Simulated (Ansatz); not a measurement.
# Starting-point dependence of the GW gap of SiO2 (Fddd)

Aim: G0W0 for SiO2 (Fddd) on several starting functionals, at one mesh, band count and screening cutoff.

Main program and level: Ansatz 0.2.0; G0W0 on several functionals, plane waves, PAW.

In doubt: masses and optical values from hybrid runs of this build are listed as unsure (step 4), which bears on the screening that GW takes from such a start.

**1. The starting structure**

The structure is orthorhombic, space group Fddd (No. 70). The conventional cell has a = 4.719 Å, b = 9.433 Å, c = 14.726 Å, α = 90.00°, β = 90.00°, γ = 90.00°. Nearest to Si lie 4 O at 1.60 to 1.62 Å. O has 2 Si at 1.60 Å nearest. O has 2 Si at 1.62 Å nearest. Farther neighbours and most contacts between anions are not listed.

The cell and positions are those that the Materials Project relaxed with its own functionals (PBE, PBE+U or r2SCAN), kept fixed.

**2. G0W0 on LDA**

G0W0 replaces the xc potential by the self-energy, built once from these orbitals. Only a window of levels is corrected, while the sums run over the empty bands that the input names. This step takes PAW set soft_1 files.

This step: G0W0 on LDA, plane waves, PAW; PAW set soft_1.

Contents of input.yaml:

```yaml
crystal:
  lattice:
    - [0.0, 4.71625711, 7.3627753715]
    - [2.3595806657, 0.0, 7.3627753715]
    - [2.3595806657, 4.71625711, 0.0]
  atoms:
    - { symbol: Si, position: [0.56323108, 0.56323108, 0.93676892] }
    - { symbol: Si, position: [0.31323108, 0.31323108, 0.68676892] }
    - { symbol: Si, position: [0.68676892, 0.68676892, 0.31323108] }
    - { symbol: Si, position: [0.93676892, 0.93676892, 0.56323108] }
    - { symbol: O, position: [0.625, 0.125, 0.625] }
    - { symbol: O, position: [0.625, 0.625, 0.125] }
    - { symbol: O, position: [0.625, 0.625, 0.625] }
    - { symbol: O, position: [0.125, 0.625, 0.625] }
    - { symbol: O, position: [0.1865604, 0.8134396, 0.1865604] }
    - { symbol: O, position: [0.8134396, 0.1865604, 0.8134396] }
    - { symbol: O, position: [0.4365604, 0.0634396, 0.4365604] }
    - { symbol: O, position: [0.0634396, 0.4365604, 0.0634396] }
kpoints:
  mp_grid: { grid: [4, 4, 4] }
hamiltonian:
  xc: lda
  pseudopotentials: { kind: paw, azcp: { folder: soft_1 }, xc_functional: pbe }
scf:
  occupations: { method: fixed }
gw:
  n_empty_bands: 417
  ecut_chi: 108
  qp_bands: [v4, c4]
  qp_kpoints: band_edges
  screening: { model: contour_deformation }
```

The run is started by

```sh
$ ansatz run input.yaml --threads 3 --pin off --max-ram 92160MiB --backend cuda --events-out ev --progress --plain --runs-dir out --devices 1 --max-vram 13GiB
```

Numbers of over 12 decimals in the logs are rounded to 6 here.

What it wrote:

```text
GPUs: using 1 of 1 available (devices: 1).
Engine: ansatz 0.2.0, x86_64-unknown-linux-gnu
Pseudopotentials: kind: paw
Pseudopotential: Si, paw, valence charge 4, recommended cutoff 420 eV (normal), soft_1/Si.paw.azcp
Pseudopotential: O, paw, valence charge 6, recommended cutoff 420 eV (normal), soft_1/O.paw.azcp
Functional definition: SPW92
  exchange = slater_x
  correlation = pw_c
device memory: the entry about to start is reckoned to put 3.9 GiB on a device that reports 59.0 GiB free (of which the cap on the GPU budget leaves the run 13.0 GiB)
GPU FFT provider: cuFFT
GPU libraries: cuBLAS 13.8.2, cuFFT 12.4.0, cuSOLVER 12.3.4
Crystal: 12 atoms, lattice volume = 163.872 Å³
Basis set: ecut = 420 eV, 3169 PW (Γ)
Bands: 44, of which v1, the nominal top of the filled ones, is band 32 counted from 1 (31 counted from 0)
Symmetry: 8 space group operations
Space group: Fddd (ITA 70), of the structure as read, at distance tolerance 5.5e-5 Å
k-points: 18 of 64
Non-local potential: Si, projectors of the file, l = 0: 2, l = 1: 2, l = 2: 1
Non-local potential: O, projectors of the file, l = 0: 2, l = 1: 2, l = 2: 1
PAW form: soft (Blöchl's): semilocal exchange-correlation on the pseudo side does not see the compensation charge
PAW frozen core: Si, regenerated for the run's functional, and the local potential with it (the file was generated under x = pbe(κ = 0.804, μ = 0.219515), c = pbe(β = 0.066725))
PAW frozen core: O, regenerated for the run's functional, and the local potential with it (the file was generated under x = pbe(κ = 0.804, μ = 0.219515), c = pbe(β = 0.066725))
PAW one-centre angular grid: Si, 110 points (default); XC on 64 Gauss nodes
PAW one-centre angular grid: O, 110 points (default); XC on 64 Gauss nodes
Initial density: superposition of atomic densities (chi_scale 0.1, normalization cell, long waves kept (reshape's long-wave potential 0.01 eV rms))
Initial wavefunctions: pseudopotential atomic-orbital guess
GPU buffer pool allocated for 116640 grid points (all kernels)
GPU transforms: local potential and band sums: pruned to the plane-wave sphere, on 60×54×36
Functional: x = slater, c = lda
SCF iter   1: F=—  HF=-6897.269031 eV  |F-HF|=—  |Δ(HF+E_count)|=         —  Δρ=1.22e-1  dr2=2.19e1  ethr=3.10e-3  ⟨swp⟩=4.8  Hψ=3262  notcnv=0  defer=148
preconditioner: auto → Resta (q_TF=auto, 2.333 Å⁻¹)  ε∞=2.7  [insulator: Δε(μ)=7.136 eV  Ē_g=17.907 eV  n_scr=30 (ndim 8)  ℏωp=23.2 eV  f_vac=0.049  ε∞_Penn≈2.7]
SCF iter   2: F=—  HF=-6891.057086 eV  |F-HF|=—  |Δ(HF+E_count)|=    6.21e0  Δρ=4.17e-2  dr2=1.16e0  ethr=3.10e-3  ⟨swp⟩=3.7  Hψ=2098  notcnv=0  defer=160
SCF iter   3: F=—  HF=-6890.792108 eV  |F-HF|=—  |Δ(HF+E_count)|=   2.65e-1  Δρ=1.96e-2  dr2=3.66e-1  ethr=1.82e-3  ⟨swp⟩=1.9  Hψ=738  notcnv=0  defer=175
SCF iter   4: F=—  HF=-6890.708061 eV  |F-HF|=—  |Δ(HF+E_count)|=   8.40e-2  Δρ=1.59e-3  dr2=3.17e-3  ethr=5.72e-4  ⟨swp⟩=3.0  Hψ=1289  notcnv=0  defer=179
SCF iter   5: F=—  HF=-6890.710174 eV  |F-HF|=—  |Δ(HF+E_count)|=   2.11e-3  Δρ=1.30e-3  dr2=2.00e-3  ethr=4.95e-6  ⟨swp⟩=2.6  Hψ=1426  notcnv=0  defer=180
SCF iter   6: F=—  HF=-6890.709742 eV  |F-HF|=—  |Δ(HF+E_count)|=   4.32e-4  Δρ=1.85e-4  dr2=5.88e-5  ethr=3.13e-6  ⟨swp⟩=2.1  Hψ=1155  notcnv=0  defer=180
SCF iter   7: F=—  HF=-6890.709762 eV  |F-HF|=—  |Δ(HF+E_count)|=   2.03e-5  Δρ=5.08e-5  dr2=3.17e-6  ethr=9.19e-8  ⟨swp⟩=2.1  Hψ=1146  notcnv=0  defer=177
SCF iter   8: F=-6890.709766 eV  HF=-6890.709766 eV  |F-HF|=7.34e-8  |Δ(HF+E_count)|=   3.50e-6  Δρ=7.54e-6  dr2=9.25e-8  ethr=1.56e-10  ⟨swp⟩=14.2  Hψ=5069  notcnv=0
SCF 1 converged in 8 iterations: F = -6890.709766 eV  dr2 = 9.25e-8
  greatest PAW one-centre occupation: 0.856 electrons in one spin orbital (limit 2), on the O atom at site 11 (counted from 0), in its partial waves of l = 0
device memory: the entry about to start is reckoned to put 4.8 GiB (of the 4.9 GiB reckoned in all, the device holds 0.1 GiB already) on a device that reports 57.7 GiB free (of which the cap on the GPU budget leaves the run 13.0 GiB)
NSCF: frozen V_eff on 18 k-points
the band table was solved once the SCF had ended and its energy, with any forces and stress, was formed, with the checks that follow a solve (3534 applications of the Hamiltonian). They found nothing against the state; the energy, forces and stress were not computed again (output.eigenvalues in the input reference)
device memory: the entry about to start is reckoned to put 5.1 GiB on a device that reports 57.7 GiB free (of which the cap on the GPU budget leaves the run 13.0 GiB)
NSCF: frozen V_eff on 18 k-points
G₀W₀ screening: q 1/18
[... further progress lines ...]
device memory: the entry about to start is reckoned to put 1.1 GiB on a device that reports 48.5 GiB free (of which the cap on the GPU budget leaves the run 13.0 GiB)
NSCF: frozen V_eff on 1 k-points
device memory: the entry about to start is reckoned to put 1.1 GiB on a device that reports 48.6 GiB free (of which the cap on the GPU budget leaves the run 13.0 GiB)
NSCF: frozen V_eff on 1 k-points
SCF converged after 8 iterations
Free energy (F): -6890.709766 eV
Harris-Foulkes:  -6890.709766 eV  (|F-HF|=7.34e-8)
Internal energy: -6890.709766 eV  (E = F + TS)
E sigma→0 (E₀):  -6890.709766 eV
Fermi energy:    1.447511 eV
--- Per-component energies (eV) ---
  E_band       = -345.440159
  E_kinetic    = 1546.653873
  E_local      = -4240.163944  (includes V_loc(G=0)·N_el)
  E_nonlocal   = 528.931622
  E_hartree    = 1558.261466
  E_xc         = -789.627636
  E_vxc        = -919.888347  (∫ρ·V_xc dr)
  E_paw        = -3165.226850  (= ΣΔE_a)
  E_vpaw       = -377.502226  (= ΣTr[D̂ρ^β])
  E_aug_tail   = 0.006884  (compensation charges beyond the density's cutoff)
  E_ewald      = -2330.657877
  E_core_change = 1.112695  (= ΣΔE_core)
  E_smearing   = -0.000000  (= −TS)
  E_closure    = -0.000000  (closes the sum)
  Σ components = -6890.709766   (vs F -6890.709766, Δ=0.00e0)
--- Band table (eV; the first three rows and the last of 18) ---
  k-point 0: bands = [... 28 lower, 0.8042, 1.0083, 1.4099, 1.4475, 6.9810, 9.5144, 9.5647, 9.9041, ... 8 higher]
  k-point 1: bands = [... 28 lower, 0.6813, 1.0260, 1.2064, 1.2809, 7.9190, 9.9867, 10.0478, 10.2783, ... 8 higher]
  k-point 2: bands = [... 28 lower, 0.8286, 0.8734, 1.1237, 1.1847, 9.4064, 9.9763, 10.2058, 10.7001, ... 8 higher]
  k-point 17: bands = [... 28 lower, 0.8148, 0.8148, 1.2814, 1.2814, 8.1256, 8.1256, 10.0021, 10.0021, ... 8 higher]
--- G₀W₀: contour deformation, 5 samples at zero and on the imaginary axis and 2 off it, 64 q-points, 417 empty bands' worth ---
  eigenvalues of the whole cell's RPA ε∞ on this k-mesh (on a slab, of 1 + 4πα/V) = 2.2735, 2.3242, 2.3365; static W/v taken at q = 0 is 0.433107
  bands read: the sum over 449 bands ends inside a degenerate multiplet in 6 slots, whose members it reads at an even weight; the widest, k=6: bands 449 to 450 (counted from 1) at 1/2 each
  gw.qp_kpoints: band_edges: 18 of 18 stored k-points solved, in 1 pass; an edge of the gap read off the rows below is read off those points alone
    ik  band        ε_KS         Σx   Σc(E_QP)       V_xc       Z   E_QP_lin       E_QP  E_QP is
     0    29      0.8042   -26.3416     4.2183   -20.5507  0.8052    -0.7898    -0.7684  root
     0    30      1.0083   -26.5876     4.2866   -20.7265  0.8039    -0.5877    -0.5661  root
     0    31      1.4099   -26.9245     4.2281   -21.2008  0.8053    -0.1042    -0.0857  root
     0    32      1.4475   -26.5903     4.2314   -20.8379  0.8048    -0.0931    -0.0735  root
     0    33      6.9810    -6.9733    -3.3108   -11.7613  0.8695     8.4696     8.4581  root
     0    34      9.5144    -6.1078    -3.8777   -11.8416  0.8623    11.3919    11.3704  root
     0    35      9.5647    -5.5973    -3.8463   -11.2726  0.8638    11.4144    11.3937  root
     0    36      9.9041    -7.7439    -3.6060   -13.2195  0.8539    11.7968    11.7736  root
     1    29      0.6813   -26.1489     4.2695   -20.2685  0.8032    -0.9530    -0.9296  root
     1    30      1.0260   -26.4125     4.2422   -20.6081  0.8046    -0.5573    -0.5361  root
     1    31      1.2064   -26.5855     4.2252   -20.8281  0.8050    -0.3457    -0.3258  root
     1    32      1.2809   -26.5693     4.2412   -20.7950  0.8044    -0.2723    -0.2522  root
     1    33      7.9190    -7.4924    -3.3266   -12.4070  0.8641     9.5212     9.5071  root
     1    34      9.9867    -7.2335    -3.8444   -13.0057  0.8560    11.9392    11.9146  root
     1    35     10.0478    -7.1512    -3.7846   -12.8362  0.8561    11.9722    11.9482  root
     1    36     10.2783    -6.2082    -3.8405   -11.9268  0.8585    12.1798    12.1564  root
     2    29      0.8286   -26.1856     4.2536   -20.3406  0.8033    -0.7855    -0.7628  root
     2    30      0.8734   -26.2795     4.2487   -20.4582  0.8036    -0.7211    -0.6992  root
     2    31      1.1237   -26.6072     4.2390   -20.8282  0.8048    -0.4365    -0.4163  root
     2    32      1.1847   -26.6396     4.2481   -20.8509  0.8045    -0.3762    -0.3559  root
     2    33      9.4064    -7.4892    -3.6212   -12.8954  0.8581    11.2117    11.1914  root
     2    34      9.9763    -7.5173    -3.5047   -12.8221  0.8559    11.7977    11.7764  root
     2    35     10.2058    -9.5201    -4.1750   -15.8945  0.8478    12.4388    12.4051  root
     2    36     10.7001    -6.2928    -3.8835   -12.0822  0.8578    12.6308    12.6059  root
[...]
17    29      0.8148   -25.9232     4.2122   -20.1120  0.8039    -0.8071    -0.7842  root
    17    30      0.8148   -25.9232     4.2122   -20.1120  0.8039    -0.8071    -0.7842  root
    17    31      1.2814   -26.5485     4.2102   -20.8144  0.8053    -0.2621    -0.2425  root
    17    32      1.2814   -26.5485     4.2102   -20.8144  0.8053    -0.2621    -0.2425  root
    17    33      8.1256    -7.6193    -3.3255   -12.5606  0.8626     9.7563     9.7414  root
    17    34      8.1256    -7.6193    -3.3255   -12.5606  0.8626     9.7563     9.7414  root
    17    35     10.0021    -6.5266    -3.8107   -12.2452  0.8578    11.9337    11.9099  root
    17    36     10.0021    -6.5266    -3.8107   -12.2452  0.8578    11.9337    11.9099  root
```

Wall time 55 s (1 × NVIDIA H100 80GB HBM3 (shared by 6 runs) with 3 threads of AMD EPYC 7R13 (Zen 3), shared host); peak memory 2.1 GiB.

This step gave:

- bands summed: 449
- RPA ε∞ on this mesh (eigenvalues): 2.273, 2.324, 2.337
- plane waves in the screening matrix: 425
- q-points in the mesh: 64
- G0W0 gap on the mesh: 8.532 eV
- k of the valence top: 0, 0, 0
- k of the conduction bottom: 0, 0, 0
- starting gap on the mesh: 5.533 eV
- Z at the valence top: 0.8048
- Z at the conduction bottom: 0.8695
- least direct G0W0 gap on the computed points: 8.532 eV

The gap on the mesh goes from 5.53 eV to 8.53 eV, a correction of +3.00 eV. Between the two edge states, bare exchange in place of the xc potential would open the gap by 10.54 eV, and correlation takes back 7.54 eV.

**3. G0W0 on r2SCAN**

The same correction from a different start measures what one shot leaves open.

This step: G0W0 on r2SCAN, plane waves, PAW; PAW set soft_1.

input.yaml: that of step 2 with these lines changed.

```diff
@@ -21,4 +21,4 @@
 hamiltonian:
-  xc: lda
-  pseudopotentials: { kind: paw, azcp: { folder: soft_1 }, xc_functional: pbe }
+  xc: r2scan
+  pseudopotentials: { kind: paw, azcp: { folder: soft_1 } }
 scf:
```

What it wrote:

```text
GPUs: using 1 of 1 available (devices: 1).
[...]
GPU FFT provider: cuFFT
GPU libraries: cuBLAS 13.8.2, cuFFT 12.4.0, cuSOLVER 12.3.4
Crystal: 12 atoms, lattice volume = 163.872 Å³
Basis set: ecut = 500 eV, 4155 PW (Γ), exchange–correlation on 256×240×160 points (64 copies of the dense FFT grid, shifted against one another)
Bands: 44, of which v1, the nominal top of the filled ones, is band 32 counted from 1 (31 counted from 0)
Symmetry: 8 space group operations
[...]
k-points: 18 of 64
[...]
GPU buffer pool allocated for 153600 grid points (all kernels)
[...]
SCF iter   1: F=—  HF=-7125.324594 eV  |F-HF|=—  |Δ(HF+E_count)|=         —  Δρ=1.27e-1  dr2=2.42e1  dr2_τ=2.78e0  ethr=3.10e-3  ⟨swp⟩=4.8  Hψ=3275  notcnv=0  defer=151
[...]
SCF iter   8: F=-7120.221739 eV  HF=-7120.221739 eV  |F-HF|=8.03e-8  |Δ(HF+E_count)|=   2.58e-6  Δρ=5.81e-6  dr2=6.00e-8  dr2_τ=4.81e-9  ethr=1.56e-10  ⟨swp⟩=14.4  Hψ=5073  notcnv=0
SCF 1 converged in 8 iterations: F = -7120.221739 eV  dr2 = 6.00e-8
[...]
NSCF: frozen V_eff on 18 k-points
[...]
G₀W₀ screening: q 1/18
[... further progress lines ...]
[...]
SCF converged after 8 iterations
Free energy (F): -7120.221739 eV
[...]
Internal energy: -7120.221739 eV  (E = F + TS)
E sigma→0 (E₀):  -7120.221739 eV
Fermi energy:    1.323087 eV
[...]
--- Band table (eV; the first three rows and the last of 18) ---
  k-point 0: bands = [... 28 lower, 0.6783, 0.8777, 1.2811, 1.3231, 7.7214, 10.5068, 10.5297, 10.7823, ... 8 higher]
  k-point 1: bands = [... 28 lower, 0.5562, 0.9046, 1.0832, 1.1554, 8.6785, 10.9113, 11.0160, 11.2403, ... 8 higher]
  k-point 2: bands = [... 28 lower, 0.7079, 0.7490, 0.9986, 1.0581, 10.2481, 10.8279, 11.2371, 11.6748, ... 8 higher]
  k-point 17: bands = [... 28 lower, 0.7008, 0.7008, 1.1592, 1.1592, 8.8915, 8.8915, 10.9559, 10.9559, ... 8 higher]
[...]
0    29      0.6783   -26.4582     3.9921   -20.9771  0.8228    -0.8267    -0.8107  root
     0    30      0.8777   -26.6894     4.0496   -21.1609  0.8217    -0.6171    -0.6012  root
     0    31      1.2811   -26.9965     3.9964   -21.6066  0.8229    -0.1258    -0.1123  root
     0    32      1.3231   -26.6844     4.0034   -21.2566  0.8225    -0.1157    -0.1013  root
     0    33      7.7214    -6.4986    -3.0950   -10.6776  0.8838     8.8104     8.8053  root
     0    34     10.5068    -5.7951    -3.5495   -10.5681  0.8769    11.7377    11.7303  root
     0    35     10.5297    -5.2130    -3.5050    -9.9057  0.8786    11.7242    11.7173  root
     0    36     10.7823    -7.1708    -3.2943   -11.8311  0.8707    12.1580    12.1482  root
[...]
17    33      8.8915    -7.0714    -3.0941   -11.3752  0.8781    10.1079    10.1012  root
    17    34      8.8915    -7.0714    -3.0941   -11.3752  0.8781    10.1079    10.1012  root
    17    35     10.9559    -6.0904    -3.4701   -10.8654  0.8735    12.2696    12.2608  root
    17    36     10.9559    -6.0904    -3.4701   -10.8654  0.8735    12.2696    12.2608  root
```

Wall time 64 s (1 × NVIDIA H100 80GB HBM3 (shared by 6 runs) with 3 threads); peak memory 2.6 GiB; 1.9 min of CPU time.

This step gave:

```yaml
bands_summed: 449
rpa_eps_infinity_on_this_mesh_eigenvalues: 2.104, 2.145, 2.153
plane_waves_in_the_screening_matrix: 425
q_points_in_the_mesh: 64
g0w0_gap_on_the_mesh: 8.907 eV
k_of_the_valence_top: 0, 0, 0
k_of_the_conduction_bottom: 0, 0, 0
starting_gap_on_the_mesh: 6.398 eV
z_at_the_valence_top: 0.8225
z_at_the_conduction_bottom: 0.8838
least_direct_g0w0_gap_on_the_computed_points: 8.907 eV
```

Against the run with 4×4×4 mesh, 417 empty bands, screening to 108 eV, PAW set soft_1 files on LDA, the gap moves by +0.38 eV, while the start moved by +0.86 eV.

**4. G0W0 on HSE06**

This step: G0W0 on HSE06, plane waves, PAW; PAW set soft_1.

input.yaml: that of step 3 with these lines changed.

```diff
@@ -21,3 +21,3 @@
 hamiltonian:
-  xc: r2scan
+  xc: hse06
   pseudopotentials: { kind: paw, azcp: { folder: soft_1 } }
```

What it wrote:

```text
GPUs: using 1 of 1 available (devices: 1).
[...]
davidson cushion auto → on  (no smearing: the cushion is to keep the highest requested band from converging to the state above it; pin scf.eigensolver.cushion to override)
[...]
GPU FFT provider: cuFFT
GPU libraries: cuBLAS 13.8.2, cuFFT 12.4.0, cuSOLVER 12.3.4
Crystal: 12 atoms, lattice volume = 163.872 Å³
Basis set: ecut = 420 eV, 3169 PW (Γ)
[...]
0    35     10.7652    -5.2225    -3.4035    -9.7371  0.8885    11.8813    11.8763  root
     0    36     11.0979    -7.0184    -3.1792   -11.3761  0.8818    12.2823    12.2763  root
[...]
17    33      9.2149    -6.9176    -2.9894   -10.9139  0.8884    10.2257    10.2218  root
    17    34      9.2149    -6.9176    -2.9894   -10.9139  0.8884    10.2257    10.2218  root
    17    35     11.2185    -6.0290    -3.3650   -10.5856  0.8840    12.4161    12.4100  root
    17    36     11.2185    -6.0290    -3.3650   -10.5856  0.8840    12.4161    12.4100  root
[key lines of the parts left out:]
Free energy (F): -7097.613500 eV
Fermi energy:    0.449176 eV
```

Wall time 2.2 min (1 × NVIDIA H100 80GB HBM3 (shared by 6 runs) with 3 threads); peak memory 2.7 GiB; 3.1 min of CPU time.

Numbers from this step:

```yaml
bands_summed: 449
rpa_eps_infinity_on_this_mesh_eigenvalues: 2.008, 2.042, 2.050
plane_waves_in_the_screening_matrix: 425
g0w0_gap_on_the_mesh: 9.362 eV
k_of_the_valence_top: 0, 0, 0
k_of_the_conduction_bottom: 0, 0, 0
starting_gap_on_the_mesh: 7.586 eV
least_direct_g0w0_gap_on_the_computed_points: 9.362 eV
```

Against the run with 4×4×4 mesh, 417 empty bands, screening to 108 eV, PAW set soft_1 files on r2SCAN, the gap moves by +0.46 eV, while the start moved by +1.19 eV.

**5. Side by side**

All on the 4×4×4 mesh with 417 empty bands and screening to 108 eV. Times are wall times on 1 × NVIDIA H100 80GB HBM3 (shared by 6 runs) with 3 threads of AMD EPYC 7R13 (Zen 3), shared host, good to a factor of about two.

```tsv
start	starting gap (eV)	shift (eV)	G0W0 gap (eV)	RPA ε∞ (harmonic mean)	Z (valence, conduction)	time
LDA	5.53	+3.00	8.53	2.31	0.80, 0.87	55 s
r2SCAN	6.40	+2.51	8.91	2.13	0.82, 0.88	64 s
HSE06	7.59	+1.78	9.36	2.03	0.84, 0.89	2.2 min
```

How the two edges are built up, in eV (the quasiparticle level is the starting level plus Σx plus Σc less Vxc):

```tsv
run	edge	start	Σx	Σc	Vxc	Z	QP
LDA	valence top	1.45	-26.59	4.23	-20.84	0.80	-0.07
LDA	conduction bottom	6.98	-6.97	-3.31	-11.76	0.87	8.46
r2SCAN	valence top	1.32	-26.68	4.00	-21.26	0.82	-0.10
r2SCAN	conduction bottom	7.72	-6.50	-3.10	-10.68	0.88	8.81
HSE06	valence top	0.45	-26.70	3.74	-22.09	0.84	-0.42
HSE06	conduction bottom	8.03	-6.45	-2.99	-10.34	0.89	8.94
```

For a hybrid start, Vxc holds its share of exact exchange.

**6. Outcome**

* G0W0@LDA: 8.53 eV (start 5.53 eV)
* G0W0@r2SCAN: 8.91 eV (start 6.40 eV)
* G0W0@HSE06: 9.36 eV (start 7.59 eV)
* known limits: not at the basis limit

In words: The starting gaps span 2.05 eV and the G0W0 gaps 0.83 eV. Between LDA and HSE06, 0.83 eV of the 2.05 eV survives, 40 %. HSE06 screens less than LDA (ε∞ 2.03 against 2.31). Of the 0.83 eV by which its G0W0 gap is higher, the correlation part gives +0.81 eV, and exchange with the one-particle terms, which follow the orbitals, +0.02 eV. The smallest correction, +1.78 eV, is on HSE06, the start nearest to reproducing itself. Bands and cutoff are finite, so the gap is not at the basis limit. The miss can reach some tenths of an eV and take either sign; the mesh is an error of its own.

[Paths, hosts, dates, memory and timing lines, banners, echoed tables and standing remarks are left out of the program output.]

[Logs are printed without paths, hosts, clocks, repeated set-up lines and the standing remarks that a program may print on its own settings, such as how far it seeks lower states.]

[Runs of the session that timed out or met a known fault of the program may be left out.]

[Cells called generated may have been cut or substituted from an entry of the Crystallography Open Database or the Materials Project.]

[Hosts, paths, dates, database ids (printed as entryN), source tags and the programs' standing remarks are cut or masked in the printed files.]
